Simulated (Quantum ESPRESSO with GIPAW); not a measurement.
**LiCl: NMR parameters from first principles**

Aim: the magnetic shielding of every site in LiCl.

Program: Quantum ESPRESSO with GIPAW 8.0dev (patched build). Level of theory: DFT, PBE, plane-wave PAW (pslibrary 1.0.0 recipes), scalar-relativistic, GIPAW; a patched development version of the program. Results are calculated unless marked as measured.

## 1. Starting point

The structure is cubic, space group Fm-3m (No. 225). Conventional cell: a = 5.130 Å, b = 5.130 Å, c = 5.130 Å, α = 90.00°, β = 90.00°, γ = 90.00°. Nearest to Cl lie 6 Li at 2.56 Å. Nearest to Li lie 6 Cl at 2.56 Å. Farther neighbours and most contacts between anions are not listed.

The cell is an entry of the Crystallography Open Database; it need not be the form that is stable at ambient conditions.

A relaxation of the atoms beforehand (Quantum ESPRESSO with GIPAW) moved none by more than 0.003 Å.

## 2. Ground state

GIPAW is a response on top of the ground state, so the wavefunctions come first. Their errors pass straight into the induced current, hence the tight threshold. No empty states are asked for: the response is solved without them. The mesh has a spacing of 0.36 Å⁻¹ at most. The PAW files were made with ld1.x from the pslibrary 1.0.0 recipes, with GIPAW reconstruction switched on.

scf.in reads:

```
&control
  calculation = 'scf'
  prefix = 'x'
  outdir = './tmp/'
  pseudo_dir = './'
/
&system
  ibrav = 0
  nat = 2
  ntyp = 2
  ecutwfc = 55
  ecutrho = 330
  nbnd = 5
/
&electrons
  conv_thr = 1.0d-10
  mixing_beta = 0.7
  electron_maxstep = 100
/
ATOMIC_SPECIES
  Cl 35.450 Cl.pbe-n-kjpaw_psl.1.0.0-gipaw.UPF
  Li 6.940 Li.pbe-sl-kjpaw_psl.1.0.0-gipaw.UPF
CELL_PARAMETERS angstrom
  0.00000000 2.56477000 2.56477000
  2.56477000 0.00000000 2.56477000
  2.56477000 2.56477000 0.00000000
ATOMIC_POSITIONS crystal
  Cl 0.50000000 0.50000000 0.50000000
  Li 0.00000000 0.00000000 0.00000000
K_POINTS automatic
  6 6 6 0 0 0
```

Run with:

```
mpirun -np 4 pw.x -nk 4 -in scf.in > scf.out
```

The program printed:

```text
using ibrav=0 with symmetry is DISCOURAGED, use correct ibrav instead

     bravais-lattice index     =            0
     lattice parameter (alat)  =       6.8543  a.u.
     unit-cell volume          =     227.7046 (a.u.)^3
     number of atoms/cell      =            2
     number of atomic types    =            2
     number of electrons       =        10.00
     number of Kohn-Sham states=            5
     kinetic-energy cutoff     =      55.0000  Ry
     charge density cutoff     =     330.0000  Ry
     scf convergence threshold =      1.0E-10
     mixing beta               =       0.7000
     number of iterations used =            8  plain     mixing
     Exchange-correlation= SLA-PW-PBX-PBC
                           (   1   4   3   4   0   0   0)
[...]
Cl                7.00    35.45000     Cl( 1.00)
     Li                3.00     6.94000     Li( 1.00)

     48 Sym. Ops., with inversion, found
[...]
number of k points=    16
[...]
Dense  grid:    23049 G-vectors     FFT dimensions: (  40,  40,  40)

     Smooth grid:    12507 G-vectors     FFT dimensions: (  36,  36,  36)

     Check: negative core charge=   -0.000002

     Initial potential from superposition of free atoms

     starting charge       9.9954, renormalised to      10.0000
     Starting wfcs are    9 randomized atomic wfcs

     Self-consistent Calculation

     iteration #  1     ecut=    55.00 Ry     beta= 0.70
     Davidson diagonalization with overlap
     ethr =  1.00E-02,  avg # of iterations =  1.0

     Threshold (ethr) on eigenvalues was too large:
     Diagonalizing with lowered threshold

     Davidson diagonalization with overlap
     ethr =  2.99E-04,  avg # of iterations =  3.3

     total energy              =     -94.63409069 Ry
     estimated scf accuracy    <       0.02350776 Ry

     iteration #  2     ecut=    55.00 Ry     beta= 0.70
     Davidson diagonalization with overlap
     ethr =  2.35E-04,  avg # of iterations =  2.4

     total energy              =     -94.64131428 Ry
     estimated scf accuracy    <       0.00369076 Ry

     iteration #  3     ecut=    55.00 Ry     beta= 0.70
[...]
total energy              =     -94.64221811 Ry
     estimated scf accuracy    <       0.00012132 Ry

[...]
total energy              =     -94.64233193 Ry
[...]
iteration # 10     ecut=    55.00 Ry     beta= 0.70
     Davidson diagonalization with overlap
     ethr =  5.88E-12,  avg # of iterations =  4.0

     total energy              =     -94.64233193 Ry
     estimated scf accuracy    <          1.5E-10 Ry

     iteration # 11     ecut=    55.00 Ry     beta= 0.70
     Davidson diagonalization with overlap
     ethr =  1.51E-12,  avg # of iterations =  2.1

     End of self-consistent calculation
     [one-electron energies left out]

!    total energy              =     -94.64233193 Ry
     total all-electron energy =      -938.310924 Ry
     estimated scf accuracy    <          4.5E-12 Ry

     The total energy is the sum of the following terms:
     one-electron contribution =     -10.68251689 Ry
     hartree contribution      =       8.09867670 Ry
     xc contribution           =     -14.54938143 Ry
     ewald contribution        =     -32.15486348 Ry
     one-center paw contrib.   =     -45.35424684 Ry

     convergence has been achieved in  11 iterations
[...]
JOB DONE.
```

Wall time 3.5 s (4 MPI ranks of Arm Neoverse V2, shared host); peak memory 0.38 GiB.

It converged in 11 cycles to an estimated accuracy of 4e-12 Ry, on 16 irreducible k-points.

## 3. Shieldings

The job finds the current that a weak uniform field induces (applied as a long wave, q_gipaw) and the field that this current makes at each nucleus. On atoms with p or d valence electrons much of the paramagnetic part arises close to the nucleus, where the PAW partial waves rebuild the true states. pawproj makes the reconstruction use the PAW data sets' own projectors.

nmr.in reads:

```
&inputgipaw
  job = 'nmr'
  prefix = 'x'
  tmp_dir = './tmp/'
  restart_mode = 'from_scratch'
  verbosity = 'low'
  q_gipaw = 0.01
  spline_ps = .true.
  conv_threshold = 1.0d-11
  use_nmr_macroscopic_shape = .false.
  pawproj(1) = .true.
  pawproj(2) = .true.
/
```

Run with:

```
mpirun -np 4 gipaw.x -in nmr.in > nmr.out
```

The program printed:

```text
[banner, memory and clock lines left out]
[a note of our patched build left out]

     Parallelizing q-star over 1 images

     IMPORTANT: XC functional enforced from input :
     Exchange-correlation= PBE
                           (   1   4   3   4   0   0   0)
     Any further DFT definition will be discarded
     Please, verify this is what you really want

     Check: negative core charge=   -0.000002
[...]
alpha_pv=     87.0158 eV

     spline_ps is .false., expect some extrapolation errors

     q-space interpolation up to    66.00 Rydberg

     GIPAW job: nmr
     NMR macroscopic correction: no
[...]
Computing the magnetic susceptibility     isolve=0    ethr=  0.1000E-10
     Starting from scratch
     k-point #    1 of    16      pool #  1    cpu time:       0.4
[...]
End of magnetic susceptibility calculation

     f-sum rule (1st term):
            -9.4739          0.0000          0.0000
             0.0000         -9.4739          0.0000
             0.0000          0.0000         -9.4739

     f-sum rule (2nd term):
            -0.1293          0.0000         -0.0000
             0.0000         -0.1293         -0.0000
            -0.0000         -0.0000         -0.1293

     f-sum rule (should be    -9.5997):
            -9.6032          0.0000          0.0000
             0.0000         -9.6032          0.0000
             0.0000          0.0000         -9.6032

[... susceptibilities left out ...]
     Contributions to the NMR chemical shifts: -------------------------------

     Macroscopic shape contribution in ppm:                    0.00
             0.0000          0.0000          0.0000
             0.0000          0.0000          0.0000
             0.0000          0.0000          0.0000

     Core contribution in ppm:

     Atom  1  Cl  pos: (  0.707107  0.707107  0.707107)  core sigma:        1050.85
     Atom  2  Li  pos: (  0.000000  0.000000  0.000000)  core sigma:           0.00

     Bare contribution in ppm:

     Atom  1  Cl  pos: (  0.707107  0.707107  0.707107)  bare sigma:          79.58
[...]
Atom  2  Li  pos: (  0.000000  0.000000  0.000000)  bare sigma:          10.62
[...]
Diamagnetic contribution in ppm:

     Atom  1  Cl  pos: (  0.707107  0.707107  0.707107)  dia sigma:          -8.14
[...]
Atom  2  Li  pos: (  0.000000  0.000000  0.000000)  dia sigma:          71.50
[...]
Paramagnetic contribution in ppm:

     Atom  1  Cl  pos: (  0.707107  0.707107  0.707107)  para sigma:        -365.99
[...]
Atom  2  Li  pos: (  0.000000  0.000000  0.000000)  para sigma:          -1.41
[...]
Paramagnetic US occ-occ contribution in ppm:

     Atom  1  Cl  pos: (  0.707107  0.707107  0.707107)  para_oo sigma:          -0.45
[...]
Atom  2  Li  pos: (  0.000000  0.000000  0.000000)  para_oo sigma:          -0.00
[...]
Paramagnetic US L_R Q_R contribution in ppm:

     Atom  1  Cl  pos: (  0.707107  0.707107  0.707107)  para_lq sigma:         154.21
[...]
Atom  2  Li  pos: (  0.000000  0.000000  0.000000)  para_lq sigma:          -0.08
[...]
Total NMR chemical shifts in ppm: ---------------------------------------
     (adopting the Simpson convention for anisotropy and asymmetry)-----------

     Atom  1  Cl  pos: (  0.707107  0.707107  0.707107)  Total sigma:         910.07
           910.0667         -0.0000         -0.0000
            -0.0000        910.0667         -0.0000
            -0.0000         -0.0000        910.0667

     Cl      1    anisotropy:      0.00    eta:    0.0000
[...]
Atom  2  Li  pos: (  0.000000  0.000000  0.000000)  Total sigma:          80.62
            80.6224         -0.0000         -0.0000
            -0.0000         80.6224         -0.0000
            -0.0000         -0.0000         80.6224

     Li      2    anisotropy:      0.00    eta:    0.0000
[...]
```

Wall time 16 s (4 MPI ranks); peak memory 0.25 GiB.

The f-sum rule is met to 0.0035 of 9.6 (0.04 %). Converged shieldings require that this miss be small, but a small miss does not prove them.

From the symmetric part of each tensor, with principal values σ11 ≤ σ22 ≤ σ33: σ_iso is their mean, the span is σ33 − σ11 and the skew 3(σ_iso − σ22)/span. (gipaw.x prints an anisotropy in another convention.)

| site | atom no. | atoms in cell | σ_iso (ppm) | span (ppm) | skew |
| --- | --- | --- | --- | --- | --- |
| Cl | 1 | 1 | 910.1 | 0.0 | - |
| Li | 2 | 1 | 80.62 | 0.00 | - |

The macroscopic shape term is switched off. For a spherical sample the valence susceptibility of this run would add about 11 ppm to every site, a rough estimate, since the susceptibility converges slowly and lacks part of the PAW terms. Differences within the crystal don't depend on it, but shieldings of different compounds can't be compared to better than a few ppm without it.

Cl and Li sit on cubic site symmetry, where the tensor must be isotropic.

How the isotropic values are made up (ppm). The core part is that of the free atom's core; bare is the current of the smooth valence states; the last two are what the PAW spheres add to the diamagnetic and the paramagnetic current:

| site | core | bare | reconstruction, dia | reconstruction, para |
| --- | --- | --- | --- | --- |
| Cl | 1050.8 | 79.6 | -8.1 | -212.2 |
| Li | 0.0 | 10.6 | 71.5 | -1.5 |

## 4. From shieldings to shifts

A shielding is counted from the bare nucleus and a shift from a reference compound, with the opposite sign. Here the reference is a mean over several measured solids, with the slope held at one.

To turn shieldings into shifts, lines fitted to measured solids are used. 7Li: δ = (87.58 − σ), zero at aqueous Li+, fitted to 4 measured values, from Li2O, Li2S, LiBr and LiF, with a scatter of 0.53 ppm r.m.s. (this compound left out), with σ taken with the shape term of a sphere (10.5 ppm here). Kinds of site that fitted badly were split off after the misses were seen, so the scatter is that of the points kept.

Covalently bonded atoms count as neighbours within 1.18 times the sum of their radii. Otherwise a cation's neighbours lie within 1.2 times its shortest bond (1.3 for large cations, each anion's radius taken off where they differ), and an anion's are the cations that count it.

| site | atom no. | atoms in cell | surroundings | bonds (Å) | δ_iso (ppm) |
| --- | --- | --- | --- | --- | --- |
| Cl | 1 | 1 | bound to Li6 | 2.565 | - |
| Li | 2 | 1 | LiCl6 | 2.565 | -3.55 |

## 5. Cost against result

Each row names what was changed: another mesh tests the sampling of the zone; another cutoff tests the basis; another functional shows how far the paramagnetic term hangs on the exchange-correlation form.

Changes of σ_iso (ppm) against the run above (PBE, cutoffs 55 and 330 Ry, mesh 6×6×6, 77 s). Times are CPU times of pw.x and gipaw.x together, on 4 MPI ranks of Arm Neoverse V2, shared host; on a shared host they are rough. A run is marked as doubtful where the f-sum miss passes 0.015 electrons, or that much for each three atoms in larger cells (with Tl, Pb, Hg, Bi or Sn a third of that, or a mesh spacing over 0.26 Å⁻¹), or where the susceptibility is unphysically large.

| run | CPU time | f-sum miss | Cl | Li |
| --- | --- | --- | --- | --- |
| mesh 7×7×7 | 92 s | 7.0e-4 | +1.4 | +0.01 |
| cutoffs 40 and 330 Ry (coarse on purpose) | 53 s | 0.0038 | +1.2 | +0.09 |
| mesh 4×4×4 (marked) | 48 s | 0.071 | -25.9 | -0.26 |
| Wu-Cohen | 75 s | 0.0040 | -14.8 | -0.13 |

The largest move is -25.9 ppm, on Cl, from mesh 4×4×4.

## 6. Outcome

| Item | Value |
| --- | --- |
| 7Li shift | -3.55 ppm |
| 35Cl shielding without shape term | 910.1 ppm |

In words: 7Li has one site (LiCl6), with isotropic shift -3.55 ppm. Going to mesh 7×7×7 changes no isotropic shielding by more than 1.5 ppm, a first measure of the error left in that respect. A higher cutoff was not carried through on these files. The cheaper run with cutoffs 40 and 330 Ry takes about 70 % of the time and is off by 0.088 ppm on Li, and by 1.3 ppm at most. The largest change with the functional is 14.8 ppm in absolute shielding; part of that drops out once each functional has its own reference line. This build of gipaw.x prints that it is not audited and that its numbers are no references by themselves. It also reports spline_ps as false although the input sets it; why was not traced.

[Banner, clock, file and message-heading lines were taken out of the pw.x and gipaw.x logs.]

[Logs are printed without paths, hosts, clocks, repeated set-up lines and the standing remarks that a program may print on its own settings, such as how far it seeks lower states.]

[Hosts, paths, dates, database ids (printed as entryN), source tags and the programs' standing remarks are cut or masked in the printed files.]

[Where no reference line passes its bar on scatter, no shift is given, so a measured shift of this compound may stand uncompared.]
